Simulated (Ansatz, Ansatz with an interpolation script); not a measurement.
# G0W0 band structure of AlH3 (R-3c)

G0W0 gives levels on a mesh alone; what do the bands of AlH3 (R-3c) look like between the points?

Calculated with Ansatz 0.2.0; LDA, Wannier functions and G0W0, plane waves, PAW.

Report form: the programs' logs are mostly left out.

## Step 1: The structure

It takes space group R-3c (No. 167, trigonal). Conventional cell: a = 4.449 Å, b = 4.449 Å, c = 11.804 Å, α = 90.00°, β = 90.00°, γ = 120.00°. Al has 6 H at 1.72 Å nearest. Nearest to H lie 2 Al at 1.72 Å. Farther neighbours are not listed.

The cell and positions come from the Crystallography Open Database and are kept as given unless a step says otherwise.

## Step 2: LDA bands

Levels along a band path, at the cheap level, show where the edges lie and whether the meshes to come will hold them.

This step: DFT, LDA, plane waves, PAW; PAW set soft_1.

The input, input.yaml:

```yaml
crystal:
  lattice:
    - [2.22465, 1.2844022764, 3.9345666667]
    - [-2.22465, 1.2844022764, 3.9345666667]
    - [0.0, -2.5688045527, 3.9345666667]
  atoms:
    - { symbol: Al, position: [0.0, 0.0, 0.0] }
    - { symbol: Al, position: [0.5, 0.5, 0.5] }
    - { symbol: H, position: [0.878, 0.622, 0.25] }
    - { symbol: H, position: [0.25, 0.878, 0.622] }
    - { symbol: H, position: [0.622, 0.25, 0.878] }
    - { symbol: H, position: [0.122, 0.378, 0.75] }
    - { symbol: H, position: [0.75, 0.122, 0.378] }
    - { symbol: H, position: [0.378, 0.75, 0.122] }
kpoints:
  mp_grid: { grid: [4, 4, 4] }
  band_path:
    path:
      - [[0.0, 0.0, 0.0], [0.5, 0.5, 0.5], [0.76229103, 0.23770897, 0.5]]
      - [[0.5, -0.23770897, 0.23770897], [0.5, 0.0, 0.0], [0.0, 0.0, 0.0], [0.36885449, -0.36885449, 0.0]]
      - [[0.63114551, 0.0, 0.36885449], [0.5, 0.0, 0.5], [0.0, 0.0, 0.0]]
    npoints: 10
hamiltonian:
  xc: lda
  pseudopotentials: { kind: paw, azcp: { folder: soft_1 }, xc_functional: pbe }
scf:
  occupations: { method: fermi_dirac, width: 0.02 }
  n_extra_bands: 35
output:
  eigenvalues: true
  fatbands: true
  write_density: true
  write_potential: true
  elf: true
  volumetric_format: npy
```

The run is started by

```sh
$ ansatz run input.yaml --threads 3 --pin off --max-ram 92160MiB --backend cuda --events-out ev --progress --plain --runs-dir out --devices 1 --max-vram 13GiB
```

Elapsed: 15 s, on 1 × NVIDIA H100 80GB HBM3 (shared by 6 runs) with 3 threads of AMD EPYC 7R13 (Zen 3), shared host; peak memory 0.9 GiB.

This step gave:

```
filled bands         : 6
gap                  : 1.949 eV
valence top at       : k = (0.579, 0.000, 0.421)
conduction bottom at : Γ
least direct gap     : 2.014 eV
```

The gap is indirect, with the least direct gap 0.07 eV higher.

The electronic bands at the labelled points (eV, zero at the top of the highest nominally filled band; v1 is the highest filled band, c1 the lowest empty one):

| point | v4 | v3 | v2 | v1 | c1 | c2 | c3 | c4 |
| --- | --- | --- | --- | --- | --- | --- | --- | --- |
| Γ | -1.80 | -1.80 | -0.07 | -0.07 | 1.95 | 5.60 | 5.68 | 5.68 |
| halfway | -1.71 | -1.71 | -0.52 | -0.52 | 3.51 | 5.79 | 6.07 | 6.07 |
| T | -1.28 | -1.28 | -1.28 | -1.28 | 4.54 | 4.54 | 8.15 | 8.15 |
| halfway | -2.90 | -2.90 | -0.63 | -0.63 | 5.42 | 5.42 | 7.05 | 7.05 |
| H2 | -4.04 | -4.04 | -0.72 | -0.72 | 5.64 | 5.64 | 8.11 | 8.11 |
| jump to H0 | -4.04 | -4.04 | -0.72 | -0.72 | 5.64 | 5.64 | 8.11 | 8.11 |
| halfway | -2.91 | -2.91 | -1.08 | -1.08 | 5.11 | 5.11 | 7.03 | 7.03 |
| L | -1.74 | -1.74 | -1.40 | -1.40 | 3.67 | 3.67 | 7.40 | 7.40 |
| halfway | -2.20 | -1.88 | -0.76 | -0.50 | 3.01 | 4.78 | 5.66 | 6.17 |
| Γ | -1.80 | -1.80 | -0.07 | -0.07 | 1.95 | 5.60 | 5.68 | 5.68 |
| halfway | -2.91 | -1.62 | -1.24 | -0.70 | 3.47 | 5.05 | 5.95 | 6.48 |
| S0 | -4.28 | -2.85 | -2.17 | -0.11 | 5.88 | 6.09 | 6.51 | 8.41 |
| jump to S2 | -4.28 | -2.85 | -2.17 | -0.11 | 5.88 | 6.09 | 6.51 | 8.41 |
| halfway | -4.44 | -3.14 | -2.66 | -0.01 | 5.32 | 7.05 | 7.07 | 8.28 |
| F | -3.75 | -3.24 | -3.10 | -0.07 | 5.29 | 7.31 | 7.55 | 7.65 |
| halfway | -2.69 | -2.58 | -1.96 | -0.02 | 4.14 | 5.47 | 6.41 | 6.50 |
| Γ | -1.80 | -1.80 | -0.07 | -0.07 | 1.95 | 5.60 | 5.68 | 5.68 |

ELF in the ac plane of the conventional cell at fractional y = 0.000, with atoms of Al and H within 0.2 Å of it. It is the smooth field of the valence electrons, not physical close to the nuclei.

Ten even steps from '_' (0.01) to '@' (1.00), each cell a mean:
```
__..**%%%%%%++..__..::::..__
..==@@@@@@@@@@==____..::::..
..--%%@@@@@@%%==..__........
____--++**++==::::::..______
________....==##%%%%**--____
__________::##@@@@@@@@%%::__
__________::**@@@@@@@@**..__
______..::::--++****==..____
__..++##%%##++::......______
..==%%@@@@@@@@==..__..::::..
__==@@@@@@@@%%--____..::::..
..__==****++::__..::::::____
____..::..____--**%%%%##==__
..::::::..__..##@@@@@@@@##::
..........__::**@@@@@@@@++..
________..::::--++****==..__
____..++##%%%%**::..________
____++@@@@@@@@@@++..________
____==%%@@@@@@%%==..________
______--++****==::::::..____
________....::==**%%%%**--__
..::::....__::##@@@@@@@@**::
__..::::..__..**@@@@@@@@##..
..__..::::..__..==****++::__
```
Columns run along a (4.4 Å), rows up along c (11.8 Å), edges of the conventional cell, whose origin can differ from the input's. Atoms in or near the plane, at fractional coordinates: Al at (0.00, 0.50), Al at (0.00, 0.00), H at (0.63, 0.75), H at (0.67, 0.08), H at (0.71, 0.42), H at (0.37, 0.25), H at (0.33, 0.92), H at (0.29, 0.58).

Electrostatic potential energy in the ac plane of the conventional cell at fractional y = 0.000, with atoms of Al and H within 0.2 Å of it. With pseudopotentials it is smooth inside the atoms' cores, unlike the true potential.

Ten even steps from '_' (-18 eV) to '@' (7 eV), each cell a mean:
```
##--..++##%%@@@@@@@@##--..**
::--++--__::%%@@@@@@%%##==::
%%%%%%**::==%%%%%%@@@@@@%%%%
@@@@@@@@%%%%%%%%%%%%@@@@@@@@
@@@@@@@@@@%%%%%%####%%@@@@@@
@@@@@@@@@@@@%%**____**@@@@@@
@@@@@@@@@@%%%%##::::##@@@@@@
@@@@@@@@@@%%%%%%%%%%@@@@@@@@
@@@@@@%%##%%%%%%%%@@@@@@@@@@
**####==__::%%%%@@@@@@%%##**
::::====::++%%@@@@@@%%**::::
@@++..++%%@@@@@@@@@@##--::%%
##--..**%%@@@@@@@@%%##--..**
::--**%%@@@@@@@@**____++==::
%%%%%%@@@@@@%%%%**::==%%%%%%
@@@@@@@@@@%%%%%%%%%%@@@@@@@@
@@@@@@@@%%####%%%%@@@@@@@@@@
@@@@@@%%::__::%%%%@@@@@@@@@@
@@@@@@%%==::==%%%%@@@@@@@@@@
@@@@@@@@%%%%%%%%%%%%@@@@@@@@
@@@@@@@@@@%%%%%%%%##%%@@@@@@
**##%%%%@@@@@@%%++__..####**
::::==##%%@@@@@@##----++::::
@@++..++%%@@@@@@@@%%##--::%%
```
Columns run along a (4.4 Å; values clipped at the 3rd and 97th percentile), rows up along c (11.8 Å), edges of the conventional cell, whose origin can differ from the input's. Atoms in or near the plane, at fractional coordinates: Al at (0.00, 0.50), Al at (0.00, 0.00), H at (0.63, 0.75), H at (0.67, 0.08), H at (0.71, 0.42), H at (0.37, 0.25), H at (0.33, 0.92), H at (0.29, 0.58).

## Step 3: Wannier functions (Al:3s Al:3p H:1s) on 8×8×8

Localised functions give a small Hamiltonian that interpolates between mesh points at no cost.

This step: maximally localised Wannier functions, LDA, plane waves, PAW; PAW set soft_1.

input.yaml, the sections that differ from step 2:

```yaml
kpoints:
  mp_grid: { grid: [4, 4, 4] }
scf:
  occupations: { method: fixed }
  n_extra_bands: 35
output:
  wannier:
    kmesh: [8, 8, 8]
    projections:
      - { species: Al, l: s, shell: 3 }
      - { species: Al, l: p, shell: 3 }
      - { species: H, l: s, shell: 1 }
    minimise: true
    write_hr: true
    seedname: w
    conv_tol: 1.0e-06
    max_iter: 20000
    stability_check: false
    disentanglement:
      window: [-7.95, 21.75]
      frozen_window: [-7.95, 5.99]
      conv_tol: 1.0e-08
# crystal, hamiltonian: as in step 2
```

Elapsed: 14 s, on 1 × NVIDIA H100 80GB HBM3 (shared by 6 runs) with 3 threads; peak memory 1 GiB; 14 s of CPU time.

Numbers from this step:

- gauge-invariant spread: 24.69 Å²
- diagonal spread: 0.01548 Å²
- off-diagonal spread: 7.930 Å²
- total spread: 32.63 Å²
- least projectability: 0.4621
- localisation steps: 57
- disentanglement steps: 542
- r.m.s. interpolation error: 0.007611 eV
- r.m.s. error near the gap: 0.01046 eV

Near the gap the model misses directly solved bands by 10.5 meV r.m.s. and by 84 meV at most in the window tested. This tests the starting bands, not the corrections carried with them.

Wannier functions, by row:

| function | x (Å) | y (Å) | z (Å) | spread (Å²) | nearest atom | distance (Å) |
| --- | --- | --- | --- | --- | --- | --- |
| 1 | 0 | 0 | 0 | 2.293 | Al1 | 0 |
| 2 | 0 | 0 | 5.902 | 2.293 | Al2 | 0 |
| 3 | 0 | 0 | 0 | 2.98 | Al1 | 0 |
| 4 | 0 | 0 | 0 | 3.362 | Al1 | 0 |
| 5 | 0 | 0 | 0 | 3.362 | Al1 | 0 |
| 6 | 0 | 0 | 5.902 | 2.98 | Al2 | 0 |
| 7 | 0 | 0 | 5.902 | 3.362 | Al2 | 0 |
| 8 | 0 | 0 | 5.902 | 3.362 | Al2 | 0 |
| 9 | 0.673 | 1.284 | 6.885 | 1.441 | H3 | 0.103 |
| 10 | -1.449 | -0.059 | 6.885 | 1.441 | H4 | 0.103 |
| 11 | 0.776 | -1.225 | 6.885 | 1.441 | H5 | 0.103 |
| 12 | -0.673 | -1.284 | 4.918 | 1.441 | H6 | 0.103 |
| 13 | 1.449 | 0.059 | 4.918 | 1.441 | H7 | 0.103 |
| 14 | -0.776 | 1.225 | 4.918 | 1.441 | H8 | 0.103 |

Frozen up to 4.95 eV; above it the model need not follow the bands. Electronic bands along the path, in eV, zero at the valence-band top; v1 is the highest filled band, c1 the lowest empty one:

| point | v4 | v3 | v2 | v1 | c1 | c2 | c3 | c4 |
| --- | --- | --- | --- | --- | --- | --- | --- | --- |
| Γ | -1.80 | -1.80 | -0.07 | -0.07 | 1.95 | 5.68 | 5.68 | 6.86 |
| halfway | -1.71 | -1.71 | -0.52 | -0.52 | 3.51 | 5.99 | 6.48 | 6.48 |
| T | -1.28 | -1.28 | -1.28 | -1.28 | 4.54 | 4.54 | 8.82 | 8.82 |
| halfway | -2.90 | -2.90 | -0.63 | -0.63 | 5.58 | 5.58 | 7.88 | 7.88 |
| H2 | -4.04 | -4.04 | -0.72 | -0.72 | 6.02 | 6.02 | 8.58 | 8.58 |
| jump to H0 | -4.04 | -4.04 | -0.72 | -0.72 | 6.02 | 6.02 | 8.58 | 8.58 |
| halfway | -2.91 | -2.91 | -1.08 | -1.08 | 5.23 | 5.23 | 7.93 | 7.93 |
| L | -1.74 | -1.74 | -1.40 | -1.40 | 3.67 | 3.67 | 8.24 | 8.24 |
| halfway | -2.20 | -1.88 | -0.76 | -0.50 | 3.01 | 4.78 | 6.51 | 7.12 |
| Γ | -1.80 | -1.80 | -0.07 | -0.07 | 1.95 | 5.68 | 5.68 | 6.86 |
| halfway | -2.91 | -1.62 | -1.24 | -0.70 | 3.48 | 5.30 | 6.66 | 7.66 |
| S0 | -4.28 | -2.85 | -2.17 | -0.11 | 6.19 | 6.58 | 7.99 | 8.62 |
| jump to S2 | -4.28 | -2.85 | -2.17 | -0.11 | 6.19 | 6.58 | 7.99 | 8.62 |
| halfway | -4.44 | -3.14 | -2.67 | -0.01 | 6.15 | 7.18 | 8.07 | 9.30 |
| F | -3.75 | -3.24 | -3.10 | -0.07 | 6.22 | 7.61 | 7.65 | 9.69 |
| halfway | -2.69 | -2.58 | -1.96 | -0.02 | 4.14 | 6.49 | 6.82 | 7.09 |
| Γ | -1.80 | -1.80 | -0.07 | -0.07 | 1.95 | 5.68 | 5.68 | 6.86 |

The same for Kohn-Sham, solved directly:

| point | v4 | v3 | v2 | v1 | c1 | c2 | c3 | c4 |
| --- | --- | --- | --- | --- | --- | --- | --- | --- |
| Γ | -1.80 | -1.80 | -0.07 | -0.07 | 1.95 | 5.60 | 5.68 | 5.68 |
| T | -1.28 | -1.28 | -1.28 | -1.28 | 4.54 | 4.54 | 8.15 | 8.15 |
| H2 | -4.04 | -4.04 | -0.72 | -0.72 | 5.64 | 5.64 | 8.11 | 8.11 |
| H0 | -4.04 | -4.04 | -0.72 | -0.72 | 5.64 | 5.64 | 8.11 | 8.11 |
| L | -1.74 | -1.74 | -1.40 | -1.40 | 3.67 | 3.67 | 7.40 | 7.40 |
| Γ | -1.80 | -1.80 | -0.07 | -0.07 | 1.95 | 5.60 | 5.68 | 5.68 |
| S0 | -4.28 | -2.85 | -2.17 | -0.11 | 5.88 | 6.09 | 6.51 | 8.41 |
| S2 | -4.28 | -2.85 | -2.17 | -0.11 | 5.88 | 6.09 | 6.51 | 8.41 |
| F | -3.75 | -3.24 | -3.10 | -0.07 | 5.29 | 7.31 | 7.55 | 7.65 |
| Γ | -1.80 | -1.80 | -0.07 | -0.07 | 1.95 | 5.60 | 5.68 | 5.68 |

## Step 4: G0W0 at every point of the mesh: 4×4×4 mesh, 281 empty bands, screening to 150 eV, PAW set soft_1 files

G0W0 replaces the xc potential by the self-energy, built once from these orbitals. Only a window of levels is corrected, while the sums run over the empty bands that the input names.

This step: G0W0 on LDA, plane waves, PAW; PAW set soft_1.

input.yaml, the sections that differ from step 3:

```yaml
scf:
  occupations: { method: fixed }
gw:
  n_empty_bands: 281
  ecut_chi: 150.0
  qp_bands: [v6, c2]
  screening: { model: contour_deformation }
# crystal, kpoints, hamiltonian: as in step 3
# output: removed
```

Wall time 11 s (1 × NVIDIA H100 80GB HBM3 (shared by 6 runs) with 3 threads); peak memory 1.1 GiB; 15 s of CPU time.

This step gave:

| Item | Value |
| --- | --- |
| bands summed | 287 |
| RPA ε∞ on this mesh (eigenvalues) | 4.494, 4.494, 4.744 |
| plane waves in the screening matrix | 295 |
| q-points in the mesh | 64 |
| G0W0 gap on the mesh | 4.217 eV |
| k of the valence top | 0, -0.5, -0.5 |
| k of the conduction bottom | 0, 0, 0 |
| starting gap on the mesh | 1.965 eV |
| Z at the valence top | 0.7728 |
| Z at the conduction bottom | 0.7980 |
| least direct G0W0 gap on the computed points | 4.309 eV |

The gap on the mesh goes from 1.97 eV to 4.22 eV, a correction of +2.25 eV, though a band edge has moved to another state.

## Step 5: Interpolating the corrections

A script adds the corrections, carried to the Wannier functions and back, to the LDA levels, along the path and on a 13×13×13 mesh.

* G0W0 gap over the zone: 4.19 eV
* conduction bottom at: Γ
* starting gap over the zone: 1.936 eV
* least direct G0W0 gap: 4.309 eV
* G0W0 gap on the mesh: 4.217 eV
* valence width, start: 8.864 eV
* valence width, G0W0: 8.576 eV
* gap by a rigid shift: 4.188 eV

Levels solved directly plus the interpolated quasiparticle correction. Limits: finite bands, cutoff and mesh. The quasiparticle bands at the labelled points (eV, zero at the valence-band top of each set; v1 is the highest filled band, c1 the lowest empty one):

| point | v4 | v3 | v2 | v1 | c1 |
| --- | --- | --- | --- | --- | --- |
| Γ | -1.83 | -1.83 | -0.12 | -0.12 | 4.19 |
| halfway | -1.73 | -1.73 | -0.55 | -0.55 | 5.72 |
| T | -1.30 | -1.30 | -1.30 | -1.30 | 6.69 |
| halfway | -2.88 | -2.88 | -0.60 | -0.60 | 7.41 |
| H2 | -3.96 | -3.96 | -0.71 | -0.71 | 7.64 |
| jump to H0 | -3.96 | -3.96 | -0.71 | -0.71 | 7.64 |
| halfway | -2.87 | -2.87 | -1.10 | -1.10 | 7.14 |
| L | -1.77 | -1.77 | -1.39 | -1.39 | 5.75 |
| halfway | -2.22 | -1.91 | -0.77 | -0.53 | 5.15 |
| Γ | -1.83 | -1.83 | -0.12 | -0.12 | 4.19 |
| halfway | -2.91 | -1.60 | -1.25 | -0.68 | 5.58 |
| S0 | -4.16 | -2.84 | -2.12 | -0.15 | 7.96 |
| jump to S2 | -4.16 | -2.84 | -2.12 | -0.15 | 7.96 |
| halfway | -4.26 | -3.13 | -2.60 | 0.00 | 7.25 |
| F | -3.51 | -3.22 | -3.11 | -0.03 | 7.27 |
| halfway | -2.66 | -2.60 | -1.92 | -0.03 | 6.24 |
| Γ | -1.83 | -1.83 | -0.12 | -0.12 | 4.19 |

The same for LDA:

| point | v4 | v3 | v2 | v1 | c1 |
| --- | --- | --- | --- | --- | --- |
| Γ | -1.80 | -1.80 | -0.07 | -0.07 | 1.95 |
| T | -1.28 | -1.28 | -1.28 | -1.28 | 4.54 |
| H2 | -4.04 | -4.04 | -0.72 | -0.72 | 5.64 |
| H0 | -4.04 | -4.04 | -0.72 | -0.72 | 5.64 |
| L | -1.74 | -1.74 | -1.40 | -1.40 | 3.67 |
| Γ | -1.80 | -1.80 | -0.07 | -0.07 | 1.95 |
| S0 | -4.28 | -2.85 | -2.17 | -0.11 | 5.88 |
| S2 | -4.28 | -2.85 | -2.17 | -0.11 | 5.88 |
| F | -3.75 | -3.24 | -3.10 | -0.07 | 5.29 |
| Γ | -1.80 | -1.80 | -0.07 | -0.07 | 1.95 |

Minima of the lowest conduction band, from levels solved directly at the displaced points, plus the interpolated correction; masses are left empty at degenerate points, on flat bands and where the interpolated correction rules the curvature; G0W0 masses are rough. Conduction valleys, by row:

| point | k (reciprocal lattice) | valleys in the zone | G0W0 level above the valence top (eV) | LDA level above the valence top (eV) | G0W0 principal masses (m_e) | LDA principal masses (m_e) |
| --- | --- | --- | --- | --- | --- | --- |
| Γ | 0.000 0.000 0.000 | 1 | 4.19 | 1.936 | 0.238 0.552 0.553 | 0.207 0.366 0.366 |

Second differences of levels solved directly at the displaced points, plus the interpolated correction, at the quasiparticle band edges; no spin-orbit coupling; left empty where the band is flat or the interpolated correction rules the curvature. Effective masses, by row:

| carrier | point | Cartesian direction | band | LDA mass (m_e) | G0W0 mass (m_e) |
| --- | --- | --- | --- | --- | --- |
| hole | 0.299 0.299 0.077 | 010 | 6 | 1.532 | 1.702 |
| hole | 0.299 0.299 0.077 | 001 | 6 | 2.056 | 1.765 |
| hole | 0.299 0.299 0.077 | 111 | 6 | 11.18 | 12.12 |
| electron | Γ | 001 | 7 | 0.207 | 0.237 |

The density of states has structure finer than the step of the table below, so its rows give means over 0.5 eV, whole bins alone (the curve runs from -10 to 7.2 eV). Peaks (eV: height): G0W0 -6.20: 1.27, -3.00: 2.33, -0.20: 2.99; LDA -6.40: 1.28, -1.70: 2.28, -0.20: 3.03, 5.60: 1.74.

Wannier model on a dense mesh, Gaussian width 0.15 eV. Limits: finite bands, cutoff and mesh. The density of states by energy, zero at the valence-band top of each set; means over each step; values in states/eV/cell:

| energy (eV) | G0W0 | LDA |
| --- | --- | --- |
| -9.5 | 0 | 3.4e-6 |
| -9.0 | 0.00101 | 0.0422 |
| -8.5 | 0.153 | 0.325 |
| -8.0 | 0.460 | 0.538 |
| -7.5 | 0.656 | 0.698 |
| -7.0 | 0.814 | 0.872 |
| -6.5 | 1.02 | 1.13 |
| -6.0 | 1.15 | 1.11 |
| -5.5 | 1.02 | 0.940 |
| -5.0 | 0.877 | 0.785 |
| -4.5 | 0.893 | 0.913 |
| -4.0 | 1.28 | 1.26 |
| -3.5 | 1.68 | 1.63 |
| -3.0 | 2.26 | 2.17 |
| -2.5 | 2.18 | 2.13 |
| -2.0 | 2.07 | 2.10 |
| -1.5 | 2.09 | 2.09 |
| -1.0 | 1.64 | 1.54 |
| -0.5 | 2.06 | 2.04 |
| 0.0 | 1.70 | 1.68 |
| 0.5 | 0.00747 | 0.00600 |
| 1.0 | 0 | 0 |
| 1.5 | 0 | 1.6e-4 |
| 2.0 | 0 | 0.0249 |
| 2.5 | 0 | 0.0964 |
| 3.0 | 0 | 0.219 |
| 3.5 | 0 | 0.491 |
| 4.0 | 0.00681 | 0.790 |
| 4.5 | 0.0774 | 1.04 |
| 5.0 | 0.175 | 1.27 |
| 5.5 | 0.425 | 1.65 |
| 6.0 | 0.763 | 1.38 |
| 6.5 | 1.06 | 1.35 |

Corrections by starting level (eV, on the run's own energy scale, so only their differences matter):

| start | correction |
| --- | --- |
| -8.82 | −1.02 |
| -6.74 | −1.10 |
| -5.67 | −1.10 |
| -4.61 | −1.18 |
| -3.47 | −1.24 |
| -3.09 | −1.29 |
| -2.18 | −1.31 |
| -1.78 | −1.33 |
| -1.39 | −1.28 |
| -1.03 | −1.30 |
| -0.49 | −1.31 |
| -0.05 | −1.34 |
| 0.00 | −1.30 |
| 1.97 | +0.95 |
| 3.68 | +0.80 |
| 4.78 | +0.68 |
| 5.62 | +0.66 |
| 7.33 | +0.69 |

## Step 6: Summary of results

| Property | Result |
| --- | --- |
| LDA gap | 1.94 eV |
| G0W0 gap over the zone | 4.19 eV, indirect |
| least direct G0W0 gap, in the model | 4.31 eV |
| GW settings | 4×4×4 mesh, 281 empty bands, screening to 150 eV, PAW set soft_1 files |
| known limits | not at the basis limit |

The Wannier model follows the LDA bands to 10 meV r.m.s. near the gap, and misses by up to 84 meV in the window tested, so levels away from the edges are rougher. The G0W0 gap over the zone is 4.19 eV, indirect, from k = (0.299, 0.299, 0.077) to Γ; on the mesh alone it is 4.22 eV, and a rigid shift of the LDA bands would give 4.19 eV. The valence width in the model goes from 8.86 eV to 8.58 eV. At the band edge the lightest electron mass is 0.21 m_e at the start and 0.24 m_e in G0W0; the G0W0 masses rest on corrections from the 4×4×4 mesh alone and are rough. Bands and cutoff are finite, so the gap is not at the basis limit. The miss can reach some tenths of an eV and take either sign; the mesh is an error of its own. Above the frozen window of the model the interpolated levels need not meet the computed ones, even at points of the mesh.

[Paths, hosts, dates, memory and timing lines, banners, echoed tables and standing remarks are left out of the program output.]

[Logs are printed without paths, hosts, clocks, repeated set-up lines and the standing remarks that a program may print on its own settings, such as how far it seeks lower states.]

[Runs of the session that timed out or met a known fault of the program may be left out.]

[Hosts, paths, dates, database ids (printed as entryN), source tags and the programs' standing remarks are cut or masked in the printed files.]
